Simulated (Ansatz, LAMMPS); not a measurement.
**Glassy 25SiO2-50B2O3-12CaO-12Na2O (mol %) (62 atoms): support functions against a reference**

Wanted: errors and times of a linear-scaling basis for glassy 25SiO2-50B2O3-12CaO-12Na2O (mol %) (62 atoms). A setting counts as converged where the r.m.s. difference of forces stays under 1 % of the r.m.s. force.

Method: Kohn-Sham DFT, PBE, PAW (set soft_2), plane waves, in Ansatz 0.2.0.

## (1) The system as given

The cell holds 62 atoms: 4 Si, 16 B, 2 Ca, 4 Na and 36 O. Cell: a = 9.092 Å, b = 9.092 Å, c = 9.092 Å, α = 90.0°, β = 90.0°, γ = 90.0°. 62 atoms (4 Si, 16 B, 2 Ca, 4 Na, 36 O) placed at random at 2.2 g/cm³, melted at 3000 K for 20 ps at fixed volume with the Buckingham and Coulomb pair potential of Guillot and Sator (Geochim. Cosmochim. Acta 71, 1249 (2007)) with the boron terms of Wang et al. (J. Non-Cryst. Solids 498, 294 (2018)). Quenched from 3000 K to 300 K at 20 K/ps and fixed volume, held 10 ps at zero pressure.

Limits known from the start: The quench rate of 20 K/ps is many orders above laboratory rates, so the cell is likely richer in defects and strain than a real sample. The starting topology of bonds comes from the classical model, and needn't be the one that DFT or experiment would give. The Brillouin zone is sampled at Γ only, in a cell whose shortest periodic width is 9 Å.

## (2) Making the structure

A classical potential supplies the starting structure, since it reaches far longer times than DFT.

This step: classical MD, Buckingham and Coulomb pair potential of Guillot and Sator (Geochim. Cosmochim. Acta 71, 1249 (2007)) with the boron terms of Wang et al. (J. Non-Cryst. Solids 498, 294 (2018)) (LAMMPS 22 Jul 2025 - Update 4).

in.lmp reads:

```
# melt-quench of Si4B16Ca2Na4O36
units metal
atom_style charge
boundary p p p
region box block 0 9.2009 0 9.2009 0 9.2009
create_box 5 box
mass 1 28.0850   # Si
mass 2 10.8100   # B
mass 3 40.0780   # Ca
mass 4 22.9898   # Na
mass 5 15.9990   # O
create_atoms 1 random 4 859973 NULL overlap 1.5 maxtry 2000
create_atoms 2 random 16 859980 NULL overlap 1.5 maxtry 2000
create_atoms 3 random 2 859987 NULL overlap 1.5 maxtry 2000
create_atoms 4 random 4 859994 NULL overlap 1.5 maxtry 2000
create_atoms 5 random 36 860001 NULL overlap 1.5 maxtry 2000
pair_style buck/coul/long 9.0
pair_coeff * * 0.0 1.0 0.0
pair_coeff 1 5 50306.10 0.161 46.2978   # Si-O
pair_coeff 2 5 206941.81 0.124 35.0018   # B-O
pair_coeff 3 5 155667.70 0.178 42.2597   # Ca-O
pair_coeff 4 5 120303.80 0.17 0   # Na-O
pair_coeff 5 5 9022.79 0.265 85.0921   # O-O
pair_coeff 2 2 484.40 0.35 0.0   # B-B
pair_coeff 1 2 337.70 0.29 0.0   # Si-B
set type 1 charge 1.89
set type 2 charge 1.4175
set type 3 charge 0.945
set type 4 charge 0.4725
set type 5 charge -0.945
kspace_style pppm 1.0e-4
neigh_modify delay 0 every 1 check yes
thermo_style custom step time temp pe press density
thermo_modify norm yes
# [... 17 lines left out ...]
fix md all nvt temp 3000 300 0.1
run 135000 post no
unfix md
thermo 3333
fix md all npt temp 300 300 0.1 iso 0 0 1
run 10000 post no
unfix md
write_dump all custom glass.dump id type xs ys zs modify sort id
```

Launch:

```
> lmp -in in.lmp -log none -nocite
```

Standard output:

```text
LAMMPS (22 Jul 2025 - Update 4)
Created orthogonal box = (0 0 0) to (9.2009 9.2009 9.2009)
Created 4 atoms
Created 16 atoms
Created 2 atoms
Created 4 atoms
Created 36 atoms
PPPM initialization ...
  G vector (1/distance) = 0.33014123
  grid = 8 8 8
  estimated relative force accuracy = 5.1069687e-05
   Step          Time           Temp          PotEng         Press         Density
         0   0              0              2.6866862      1501702.2      2.203017
       100   0.1            0             -10.355977     -28166.146      2.203017
       137   0.137          0             -10.489024     -39091.091      2.203017
Loop time of 0.100856 s on 1 MPI rank(s) for 137 steps with 62 atoms
Minimization stats:
  Stopping criterion = energy tolerance
  Energy initial, next-to-last, final =
      2.68668623690878  -10.4881080638655  -10.4890242106749
  Force two-norm initial, final = 335.02411 2.4450939
  Iterations, force evaluations = 137 234
   Step          Time           Temp          PotEng         Press         Density
         0   0              3000          -10.489024     -6653.8511      2.203017
       500   0.5            2739.2412     -10.225771     -47819.691      2.203017
      1000   1              2440.3312     -10.186258      19607.633      2.203017
Loop time of 0.321118 s on 1 MPI rank(s) for 1000 steps with 62 atoms
   Step          Time           Temp          PotEng         Press         Density
      1000   1              2440.3312     -10.186258      19607.633      2.203017
      3333   3.333          3422.5056     -10.029098      77859.014      2.203017
      6666   6.666          2373.5886     -10.164437      15615.09       2.203017
      9999   9.999          2845.1508     -10.147293      17707.088      2.203017
     13332   13.332         2987.1938     -10.119712      24532.592      2.203017
     16665   16.665         2719.1401     -10.124168      20582.132      2.203017
[... 2 lines left out ...]
Loop time of 6.44741 s on 1 MPI rank(s) for 20000 steps with 62 atoms
   Step          Time           Temp          PotEng         Press         Density
[... 12 lines left out ...]
Loop time of 42.7377 s on 1 MPI rank(s) for 135000 steps with 62 atoms
   Step          Time           Temp          PotEng         Press         Density
[... 1 line left out ...]
    156651   156.651        310.13912     -10.561693     -22547.385      2.2679285
    159984   159.984        283.64257     -10.556108      79.167851      2.2943837
    163317   163.317        327.87259     -10.558463     -3004.8653      2.2972907
    166000   166            276.28358     -10.560116      11951.37       2.2828546
Loop time of 3.78547 s on 1 MPI rank(s) for 10000 steps with 62 atoms
```

Elapsed: 53 s, on 1 thread of Arm Neoverse V1, shared host; peak memory 0.069 GiB.

## (3) Plane-wave single point

The first run uses the default basis; a harder plane-wave run follows as the reference for the support functions.

input.yaml reads:

```yaml
crystal:
  lattice:
    - [9.09236, 0.0, 0.0]
    - [0.0, 9.09236, 0.0]
    - [0.0, 0.0, 9.09236]
  atoms:
    - { symbol: Si, position: [0.20337, 0.89623, 0.31192] }
    - { symbol: Si, position: [0.85106, 0.46697, 0.4586] }
    - { symbol: Si, position: [0.92762, 0.03494, 0.59401] }
    - { symbol: Si, position: [0.11002, 0.4751, 0.92523] }
    - { symbol: B, position: [0.45439, 0.62602, 0.60198] }
    - { symbol: B, position: [0.07785, 0.19044, 0.81501] }
    - { symbol: B, position: [0.74559, 0.96884, 0.30273] }
    - { symbol: B, position: [0.30076, 0.41029, 0.45754] }
    - { symbol: B, position: [0.9572, 0.78016, 0.41519] }
    - { symbol: B, position: [0.68353, 0.44794, 0.72782] }
    - { symbol: B, position: [0.65449, 0.5514, 0.27314] }
    - { symbol: B, position: [0.78815, 0.4643, 0.02401] }
    - { symbol: B, position: [0.72758, 0.16942, 0.07861] }
    - { symbol: B, position: [0.27503, 0.11452, 0.53938] }
    - { symbol: B, position: [0.44818, 0.91142, 0.6773] }
    - { symbol: B, position: [0.51234, 0.81098, 0.33944] }
    - { symbol: B, position: [0.70529, 0.97972, 0.83112] }
    - { symbol: B, position: [0.98142, 0.22905, 0.33796] }
    - { symbol: B, position: [0.09911, 0.0884, 0.10299] }
    - { symbol: B, position: [0.30235, 0.36064, 0.16061] }
    - { symbol: Ca, position: [0.88717, 0.67276, 0.71579] }
    - { symbol: Ca, position: [0.465, 0.17115, 0.87217] }
    - { symbol: Na, position: [0.16228, 0.88124, 0.82266] }
    - { symbol: Na, position: [0.56322, 0.72056, 0.94041] }
    - { symbol: Na, position: [0.59816, 0.21563, 0.47557] }
    - { symbol: Na, position: [0.93831, 0.74013, 0.0656] }
    - { symbol: O, position: [0.7288, 0.4902, 0.8728] }
    - { symbol: O, position: [0.7025, 0.08049, 0.95215] }
    - { symbol: O, position: [0.09434, 0.75963, 0.34812] }
    - { symbol: O, position: [0.69022, 0.44038, 0.37286] }
    - { symbol: O, position: [0.42934, 0.77667, 0.60594] }
    - { symbol: O, position: [0.22174, 0.43974, 0.05543] }
    - { symbol: O, position: [0.75275, 0.31949, 0.07323] }
    - { symbol: O, position: [0.81235, 0.43598, 0.63197] }
    - { symbol: O, position: [0.55367, 0.93659, 0.78639] }
    - { symbol: O, position: [0.16396, 0.96444, 0.15008] }
    - { symbol: O, position: [0.3655, 0.22766, 0.10985] }
    - { symbol: O, position: [0.10158, 0.33704, 0.81174] }
    - { symbol: O, position: [0.58347, 0.57099, 0.66735] }
    - { symbol: O, position: [0.59892, 0.31085, 0.71987] }
    - { symbol: O, position: [0.71788, 0.55924, 0.13472] }
    - { symbol: O, position: [0.36492, 0.03552, 0.6373] }
    - { symbol: O, position: [0.11972, 0.6231, 0.82329] }
    - { symbol: O, position: [0.56247, 0.67152, 0.31367] }
    - { symbol: O, position: [0.78168, 0.04354, 0.69395] }
    - { symbol: O, position: [0.06387, 0.10551, 0.6911] }
    - { symbol: O, position: [0.3595, 0.5234, 0.53753] }
    - { symbol: O, position: [0.78612, 0.84922, 0.87383] }
    - { symbol: O, position: [0.98005, 0.37819, 0.37813] }
    - { symbol: O, position: [0.73723, 0.0968, 0.21441] }
    - { symbol: O, position: [0.20276, 0.02466, 0.43916] }
    - { symbol: O, position: [0.97186, 0.86615, 0.55024] }
    - { symbol: O, position: [0.91626, 0.13776, 0.44515] }
    - { symbol: O, position: [0.37423, 0.8505, 0.29792] }
    - { symbol: O, position: [0.27374, 0.27022, 0.52424] }
    - { symbol: O, position: [0.6185, 0.91715, 0.37366] }
    - { symbol: O, position: [0.30036, 0.40691, 0.30708] }
    - { symbol: O, position: [0.87229, 0.6433, 0.44339] }
    - { symbol: O, position: [0.0404, 0.187, 0.2033] }
    - { symbol: O, position: [0.08119, 0.11944, 0.95413] }
    - { symbol: O, position: [0.86362, 0.87505, 0.30407] }
    - { symbol: O, position: [0.94837, 0.48782, 0.00835] }
kpoints:
  mp_grid: { grid: [1, 1, 1] }
hamiltonian:
  xc: pbe
scf:
  occupations: { method: fixed }
output:
  forces: true
  stress: true
  populations: true
  dos:
    method: { smearing: { sigma: 0.1 } }
    de: 0.1
    projected: { site_lists: { B: [B], Ca: [Ca], Na: [Na], O: [O], Si: [Si] } }
  eigenvalues: true
  write_density: true
  write_potential: true
  volumetric_format: npy
```

Launch:

```
> ansatz run input.yaml --threads 4 --pin off --max-ram 8192MiB --backend cpu --events-out ev --progress --plain --runs-dir out
```

Standard output:

```text
Engine: ansatz 0.2.0, aarch64-unknown-linux-gnu
Pseudopotentials: kind: paw
Pseudopotential: Si, paw, valence charge 4, recommended cutoff 420 eV (normal), Si.paw.azcp
Pseudopotential: B, paw, valence charge 3, recommended cutoff 420 eV (normal), B.paw.azcp
Pseudopotential: Ca, paw, valence charge 10, recommended cutoff 420 eV (normal), Ca.paw.azcp
Pseudopotential: Na, paw, valence charge 9, recommended cutoff 420 eV (normal), Na.paw.azcp
Pseudopotential: O, paw, valence charge 6, recommended cutoff 420 eV (normal), O.paw.azcp
[... 5 lines on functional and potentials left out ...]
Crystal: 62 atoms, lattice volume = 751.675 Å³
Basis set: ecut = 420 eV, 14771 PW (Γ), exchange–correlation on 128×128×128 points (8 copies of the dense FFT grid, shifted against one another)
Bands: 230, of which v1, the nominal top of the filled ones, is band 168 counted from 1 (167 counted from 0)
Symmetry: 1 space group operations
Space group: P1 (ITA 1), of the structure as read, at distance tolerance 9.1e-5 Å
k-points: 1
[... 11 lines on functional and potentials left out ...]
Initial density: superposition of atomic densities (neutral atoms: chi_scale 0, normalization atom), corrected by the library's trained network
Initial wavefunctions: pseudopotential atomic-orbital guess
Functional: x = pbe(κ = 0.804, μ = 0.219515), c = pbe(β = 0.066725)
SCF iter   1: F=—  HF=-35098.170933 eV  |F-HF|=—  |Δ(HF+E_count)|=         —  Δρ=5.05e-3  dr2=3.05e-1  ethr=1.77e-3  ⟨swp⟩=5.0  Hψ=836  notcnv=0  defer=60
preconditioner: auto → Resta (q_TF=auto, 2.386 Å⁻¹)  ε∞=3.0  [insulator: Δε(μ)=2.131 eV  Ē_g=17.306 eV  n_scr=170 (ndim 8)  ℏωp=24.4 eV  f_vac=0.167  ε∞_Penn≈3.0]
SCF iter   2: F=—  HF=-35098.113502 eV  |F-HF|=—  |Δ(HF+E_count)|=   5.74e-2  Δρ=2.92e-3  dr2=6.24e-2  ethr=9.07e-5  ⟨swp⟩=3.0  Hψ=377  notcnv=0  defer=60
SCF iter   3: F=—  HF=-35098.104152 eV  |F-HF|=—  |Δ(HF+E_count)|=   9.35e-3  Δρ=1.16e-3  dr2=2.17e-2  ethr=1.86e-5  ⟨swp⟩=2.0  Hψ=284  notcnv=0  defer=60
SCF iter   4: F=—  HF=-35098.100360 eV  |F-HF|=—  |Δ(HF+E_count)|=   3.79e-3  Δρ=5.25e-4  dr2=2.15e-3  ethr=6.45e-6  ⟨swp⟩=3.0  Hψ=316  notcnv=0  defer=60
SCF iter   5: F=—  HF=-35098.100234 eV  |F-HF|=—  |Δ(HF+E_count)|=   1.27e-4  Δρ=2.35e-4  dr2=4.27e-4  ethr=6.41e-7  ⟨swp⟩=2.0  Hψ=380  notcnv=0  defer=60
SCF iter   6: F=—  HF=-35098.100291 eV  |F-HF|=—  |Δ(HF+E_count)|=   5.72e-5  Δρ=6.06e-5  dr2=3.88e-5  ethr=1.27e-7  ⟨swp⟩=2.0  Hψ=288  notcnv=0  defer=60
SCF iter   7: F=—  HF=-35098.101785 eV  |F-HF|=—  |Δ(HF+E_count)|=   1.49e-3  Δρ=3.60e-5  dr2=9.45e-6  ethr=1.16e-8  ⟨swp⟩=2.0  Hψ=336  notcnv=0  defer=60
SCF iter   8: F=—  HF=-35098.101787 eV  |F-HF|=—  |Δ(HF+E_count)|=   2.47e-6  Δρ=1.51e-5  dr2=1.80e-6  ethr=2.81e-9  ⟨swp⟩=2.0  Hψ=322  notcnv=0  defer=60
SCF iter   9: F=—  HF=-35098.101788 eV  |F-HF|=—  |Δ(HF+E_count)|=   4.18e-7  Δρ=6.02e-6  dr2=3.07e-7  ethr=5.36e-10  ⟨swp⟩=2.0  Hψ=284  notcnv=0  defer=60
SCF iter  10: F=-35098.101788 eV  HF=-35098.101788 eV  |F-HF|=4.52e-9  |Δ(HF+E_count)|=   1.28e-7  Δρ=3.27e-6  dr2=8.11e-8  ethr=2.98e-11  ⟨swp⟩=24.0  Hψ=2414  notcnv=0
SCF 1 converged in 10 iterations: F = -35098.101788 eV  dr2 = 8.11e-8
  greatest PAW one-centre occupation: 0.999 electrons in one spin orbital (limit 2), on the Na atom at site 24 (counted from 0), in its partial waves of l = 0
SCF converged after 10 iterations
Free energy (F): -35098.101788 eV
Harris-Foulkes:  -35098.101788 eV  (|F-HF|=4.52e-9)
Internal energy: -35098.101788 eV  (E = F + TS)
E sigma→0 (E₀):  -35098.101788 eV
Fermi energy:    4.807870 eV
--- Per-component energies (eV) ---
  E_band       = -2506.949186
  E_kinetic    = 8351.006117
  E_local      = -26385.204244  (includes V_loc(G=0)·N_el)
  E_nonlocal   = 2597.614310
  E_hartree    = 9652.078634
  E_xc         = -3808.467573
  E_vxc        = -4712.064275  (∫ρ·V_xc dr)
  E_paw        = -11799.299009  (= ΣΔE_a)
  E_vpaw       = -1662.555699  (= ΣTr[D̂ρ^β])
  E_aug_tail   = 0.091904  (compensation charges beyond the density's cutoff)
  E_ewald      = -13705.921928
  E_smearing   = -0.000000  (= −TS)
  E_closure    = -0.000000  (closes the sum)
  Σ components = -35098.101788   (vs F -35098.101788, Δ=0.00e0)
--- Forces (eV/Å), atoms counted from 1 ---
  atom   1  Si     0.87853036     0.23228765     1.00160334
  atom   2  Si    -2.09317783     0.53148068     0.67759014
  atom   3  Si    -1.52050331     0.62384959     0.13351658
  atom   4  Si    -2.42068653     1.36437558     0.54416739
  atom   5  B      2.58729311    -3.46555702     1.04269544
  atom   6  B     -0.26971261     1.00741779     2.08639637
  atom   7  B      0.12467180    -1.15588613    -1.58173179
  atom   8  B      1.51026953    -1.19988214    -0.70416767
  atom   9  B     -2.31959414     0.56102644    -1.06360559
  atom  10  B     -3.17334865    -3.30577432     0.80483522
  atom  11  B      0.55364195     1.06796781    -0.92952049
  atom  12  B      0.11800502    -1.54210272    -1.99977553
  atom  13  B      1.01002384     0.83927910    -1.09457159
  atom  14  B     -0.75429794     1.05784048    -2.12954589
[...]
atom  61  O      0.57450514     0.33366117    -0.21881027
  atom  62  O      0.21674669     0.62894565     0.76387637
  max |Σ_I F_I| component: 1.67e-4 eV/Å
--- Stress (GPa, compression-positive) ---
       -0.447243      -0.067306       0.942868
       -0.067308      -4.767726       0.190709
        0.942863       0.190686      -5.054479
  P = ⅓ Tr σ = -3.4231 GPa (-34.231 kbar)
--- Band table (eV) ---
  k-point 0: bands = ["-48.6246", "-47.3008", "-46.8716", "-46.8187", [... 214 levels ...], "13.0310", "13.1406", "13.1987", "13.2285", "13.3424", "13.5460", "13.6182", "13.7416", "13.8259", "13.8891", "13.9299", "14.1260"]
--- Löwdin populations: 62 sites ---
  site symbol       q [e]
     0     Si      2.2089
     1     Si      2.2739
     2     Si      2.2883
[...]
61      O      6.6998
  spilling = 0.009675 (of n_electrons = 336.000000)
```

The job ended after 8.6 s (4 threads of Arm Neoverse V1, shared host; peak memory 0.88 GiB).

Numbers from this run:

- free energy: -35098.1018 eV
- free energy per atom: -566.0984 eV/atom
- SCF cycles: 10
- pressure: -3.423 GPa
- r.m.s. force component: 1.193 eV/Å
- longest force: 4.653 eV/Å
- Fermi energy: 4.808 eV
- gap (highest filled to lowest empty level): 1.447 eV
- spilling of the projection: 0.009675

The r.m.s. force component of 1.2 eV/Å sets the scale for the differences below.

## (4) Plane waves at 750 eV (750 eV)

A harder cutoff gives the support functions a reference with less basis error.

input.yaml, the sections that differ from step 3:

```yaml
output:
  forces: true
  eigenvalues: true
basis:
  ecutwfc: "750 eV"
# crystal, kpoints, hamiltonian, scf: as in step 3
```

Standard output:

```text
[...]
Crystal: 62 atoms, lattice volume = 751.675 Å³
Basis set: ecut = 750 eV, 35033 PW (Γ), exchange–correlation on 180×180×180 points (8 copies of the dense FFT grid, shifted against one another)
Bands: 230, of which v1, the nominal top of the filled ones, is band 168 counted from 1 (167 counted from 0)
Symmetry: 1 space group operations
[...]
k-points: 1
[...]
SCF iter   1: F=—  HF=-35098.420970 eV  |F-HF|=—  |Δ(HF+E_count)|=         —  Δρ=5.11e-3  dr2=3.05e-1  ethr=1.77e-3  ⟨swp⟩=6.0  Hψ=837  notcnv=0  defer=60
[...]
SCF iter   3: F=—  HF=-35098.348403 eV  |F-HF|=—  |Δ(HF+E_count)|=   1.06e-2  Δρ=1.18e-3  dr2=2.18e-2  ethr=1.87e-5  ⟨swp⟩=3.0  Hψ=286  notcnv=0  defer=24
automatic band count: iteration 3 solves 194 bands in place of 230: the levels show a gap, and the empty bands left out lie too high to hold charge; the band table lists the bands solved (type scf.n_extra_bands for more)
SCF iter   4: F=—  HF=-35098.344184 eV  |F-HF|=—  |Δ(HF+E_count)|=   4.22e-3  Δρ=5.27e-4  dr2=2.15e-3  ethr=6.48e-6  ⟨swp⟩=3.0  Hψ=316  notcnv=0  defer=24
SCF iter   5: F=—  HF=-35098.344107 eV  |F-HF|=—  |Δ(HF+E_count)|=   7.76e-5  Δρ=2.37e-4  dr2=4.32e-4  ethr=6.41e-7  ⟨swp⟩=3.0  Hψ=340  notcnv=0  defer=24
[...]
SCF iter   9: F=—  HF=-35098.346070 eV  |F-HF|=—  |Δ(HF+E_count)|=   4.37e-7  Δρ=6.01e-6  dr2=3.15e-7  ethr=6.13e-10  ⟨swp⟩=3.0  Hψ=285  notcnv=0  defer=24
SCF iter  10: F=-35098.346070 eV  HF=-35098.346070 eV  |F-HF|=3.87e-9  |Δ(HF+E_count)|=   1.48e-7  Δρ=3.20e-6  dr2=7.99e-8  ethr=2.98e-11  ⟨swp⟩=20.0  Hψ=1059  notcnv=0
SCF 1 converged in 10 iterations: F = -35098.346070 eV  dr2 = 7.99e-8
[...]
SCF converged after 10 iterations
Free energy (F): -35098.346070 eV
[...]
Internal energy: -35098.346070 eV  (E = F + TS)
E sigma→0 (E₀):  -35098.346070 eV
Fermi energy:    4.807869 eV
[...]
Σ components = -35098.346070   (vs F -35098.346070, Δ=0.00e0)
--- Forces (eV/Å), atoms counted from 1 ---
  atom   1  Si     0.87821947     0.23219171     1.00139110
  atom   2  Si    -2.09306344     0.53149464     0.67723798
  atom   3  Si    -1.52033562     0.62402210     0.13362242
  atom   4  Si    -2.42039147     1.36470717     0.54397268
[...]
atom  62  O      0.22022190     0.62982181     0.76312041
  max |Σ_I F_I| component: 1.79e-4 eV/Å
--- Band table (eV) ---
[...]
```

The job ended after 12 s (4 threads; peak memory 1.7 GiB; 46 s of CPU time).

Forces differ from the reference by 0.94 meV/Å r.m.s., 0.079 % of their size, well within a tolerance of 1 %; the energy by -3.9 meV/atom. It took roughly 1.4 times the reference's time (one timing each, with unlike analyses asked), in 10 cycles against 10.

(Continued in part 2 of 3.)

[Long decimals in the printed logs are rounded to 6 places.]

[Logs are printed without paths, hosts, clocks, repeated set-up lines and the standing remarks that a program may print on its own settings, such as how far it seeks lower states.]

[Hosts, paths, dates, database ids (printed as entryN), source tags and the programs' standing remarks are cut or masked in the printed files.]
